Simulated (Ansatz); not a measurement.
# The perfect V wire along [100], 13 atoms a period, part 2 of 2

Aim: is the V wire along [100], 13 atoms a period a metal or a semiconductor?

Ansatz 0.2.0; DFT PBE, plane waves, PAW; relaxation of a wire's period; PAW set soft_1 (the session's first sound run).

So far: Starting point; Relaxation of atoms and period.

## 2. Relaxation of atoms and period (continued)

Step by step:

```tsv
step	energy less that of the first step (eV)	largest force component (eV/Å)	pressure (GPa)	volume (Å³)
1	0.0000	1.6466	-6.36	488.35
2	-1.9670	0.8138	-2.32	472.33
3	-2.4181	0.4707	0.47	468.34
4	-2.4690	0.2873	0.42	470.47
5	-2.4921	0.0323	0.10	470.72
6	-2.4927	0.0047	-0.05	471.47
7*	-2.4866	0.0042	-0.04	471.47
```

Relaxation steps marked * repeat the geometry before them on a plane-wave basis chosen anew for their cell, so energy and pressure can jump there.

The run keeps the 16 symmetry operations that it works with, so distortions that break them were not tested.

```tsv
cell as run	before	after	change
c (Å)	2.990	2.887	-3.5 %
```

The atoms that moved most (Å, along periodic axes as changes of fractional coordinates times the final cell, across vacuum about the mean position):

```tsv
atom	dx	dy	dz	length
V1	0.302	0.302	0.000	0.427
V3	0.302	-0.302	0.000	0.427
V7	-0.302	0.302	0.000	0.427
V9	-0.302	-0.302	0.000	0.427
V12	-0.051	0.051	0.000	0.072
V11	0.051	-0.051	0.000	0.072
V10	0.051	0.051	0.000	0.072
V13	-0.051	-0.051	0.000	0.072
```

This step gave:

```
energy at zero smearing    : -37846.1175 eV
cell length along the wire : 2.887 Å
```

The cell's length comes to 2.887 Å with spin left out.

## 3. The perfect wire

This step: DFT PBE, plane waves, PAW; bands of a perfect wire; PAW set soft_1 (Ansatz 0.2.0).

At the relaxed period the bands are computed along the axis; those that cross an energy going forward count the channels that a perfect wire would open there.

The input, input.yaml:

```yaml
crystal:
  lattice:
    - [12.78, 0.0, 0.0]
    - [0.0, 12.78, 0.0]
    - [0.0, 0.0, 2.8866285315]
  atoms:
    - { symbol: V, position: [0.289664628, 0.289664628, 0.0] }
    - { symbol: V, position: [0.262462391, 0.5, 0.0] }
    - { symbol: V, position: [0.289664628, 0.710335372, 0.0] }
    - { symbol: V, position: [0.5, 0.262462391, 0.0] }
    - { symbol: V, position: [0.5, 0.5, 0.0] }
    - { symbol: V, position: [0.5, 0.737537609, 0.0] }
    - { symbol: V, position: [0.710335372, 0.289664628, 0.0] }
    - { symbol: V, position: [0.737537609, 0.5, 0.0] }
    - { symbol: V, position: [0.710335372, 0.710335372, 0.0] }
    - { symbol: V, position: [0.387027129, 0.387027129, 0.5] }
    - { symbol: V, position: [0.387027129, 0.612972871, 0.5] }
    - { symbol: V, position: [0.612972871, 0.387027129, 0.5] }
    - { symbol: V, position: [0.612972871, 0.612972871, 0.5] }
kpoints:
  mp_grid: { grid: [1, 1, 28] }
  band_path: { path: ["Γ", Z], npoints: 90 }
scf:
  occupations: { method: fermi_dirac, width: 0.05 }
hamiltonian:
  xc: pbe
  pseudopotentials: { kind: paw, azcp: { folder: soft_1 } }
output:
  dos: { e_range: [-5, 4] }
  write_potential: true
  write_density: true
  volumetric_format: npy
```

Started as:

```
> ansatz run input.yaml --threads 4 --pin off --max-ram 16384MiB --backend cpu --events-out ev --progress --plain --runs-dir out
```

Numbers of over 12 decimals in the logs are rounded to 6 here.

The program printed:

```text
[...]
Crystal: 13 atoms, lattice volume = 471.468 Å³
Basis set: ecut = 420 eV, 9201 PW (Γ)
Bands: 102, of which v1, the nominal top of the filled ones, is band 85 counted from 1 (84 counted from 0)
Symmetry: 16 space group operations
[...]
k-points: 15 of 28
[...]
SCF iter   1: F=—  HF=-37878.751827 eV  |F-HF|=—  |Δ(HF+E_count)|=         —  Δρ=1.41e-1  dr2=5.01e2  ethr=3.10e-3  ⟨swp⟩=9.8  Hψ=7360  notcnv=0
[...]
SCF iter  14: F=-37846.244055 eV  HF=-37846.244055 eV  |F-HF|=2.74e-8  |Δ(HF+E_count)|=   1.06e-7  Δρ=2.35e-6  dr2=5.76e-8  ethr=5.92e-11  ⟨swp⟩=13.0  Hψ=6512  notcnv=0
SCF 1 converged in 14 iterations: F = -37846.244055 eV  dr2 = 5.76e-8
[...]
NSCF: frozen V_eff on 91 k-points
WARN: The output density's exchange-correlation potential varies sharply where the density is thin. Do not read a vacuum level from v_tot or v_xc, or from such a field of the output density. On a cell that repeats whose density bears no net charge and no dipole along the vacuum's axis use v_es (v_loc + v_h of the components); under efield.dipole_correction with no amplitude use v_es + v_field, which holds any externa [...]
SCF converged after 14 iterations
Free energy (F): -37846.244055 eV
[...]
Internal energy: -37845.992021 eV  (E = F + TS)
E sigma→0 (E₀):  -37846.118038 eV
Entropy (-TS):   -0.252034 eV (-19.387 meV/atom)
Fermi energy:    4.264843 eV
[...]
--- Band table (eV; the first three rows and the last of 15) ---
  k-point 0: bands = [... 81 lower, 4.1670, 4.1835, 4.1956, 4.2199, 4.2859, 4.2859, 4.3683, 4.3982, ... 13 higher]
  k-point 1: bands = [... 81 lower, 4.0509, 4.1936, 4.2470, 4.2671, 4.2671, 4.3780, 4.3866, 4.4192, ... 13 higher]
  k-point 2: bands = [... 81 lower, 4.0850, 4.2301, 4.2386, 4.2386, 4.2976, 4.3852, 4.4080, 4.4080, ... 13 higher]
  k-point 14: bands = [... 81 lower, 4.1849, 4.1849, 4.2796, 4.3406, 4.3406, 4.6752, 4.7178, 5.0398, ... 13 higher]
```

Wall time 66 s (4 threads of Arm Neoverse V2, shared host); peak memory 2.5 GiB.

In the SCF lines HF is the Harris–Foulkes energy and dr2 the Hartree energy of the density residual, in eV; the loop may stop once dr2 is under the threshold and the program's other checks hold. Hψ counts applications of the Hamiltonian.

Numbers from this step:

```
energy at zero smearing : -37846.1180 eV
band gap                : 0 eV
```

Electronic bands along the path, in eV, zero at the Fermi level; # counts the bands kept:

```tsv
point	#29	#30	#31	#32	#33	#34	#35	#36
Γ	-0.23	-0.10	-0.08	-0.07	-0.04	0.02	0.02	0.10
halfway	-0.32	-0.28	-0.26	-0.26	0.02	0.07	0.07	0.10
Z	-0.10	-0.08	-0.08	0.01	0.08	0.08	0.41	0.45
```

Between Γ and Z the bands cross the Fermi level 12 times, so a perfect wire would conduct at least 12 G₀, with spin left out.

## 4. Results

```json
{"cell length, PBE": "2.887 Å", "ballistic conductance by band crossings, a lower bound, PBE": "12 G₀"}
```

In words: Under PBE the cell's length is 2.89 Å, and the bands cross the Fermi level 12 times between Γ and Z, which gives a perfect wire at least 12 G₀ (opposite crossings within one step of the path cancel in such a count). No spin was allowed, though thin wires with open d shells can turn magnetic.

[Logs are printed without paths, hosts, clocks, repeated set-up lines and the standing remarks that a program may print on its own settings, such as how far it seeks lower states.]

[Hosts, paths, dates, database ids (printed as entryN), source tags and the programs' standing remarks are cut or masked in the printed files.]
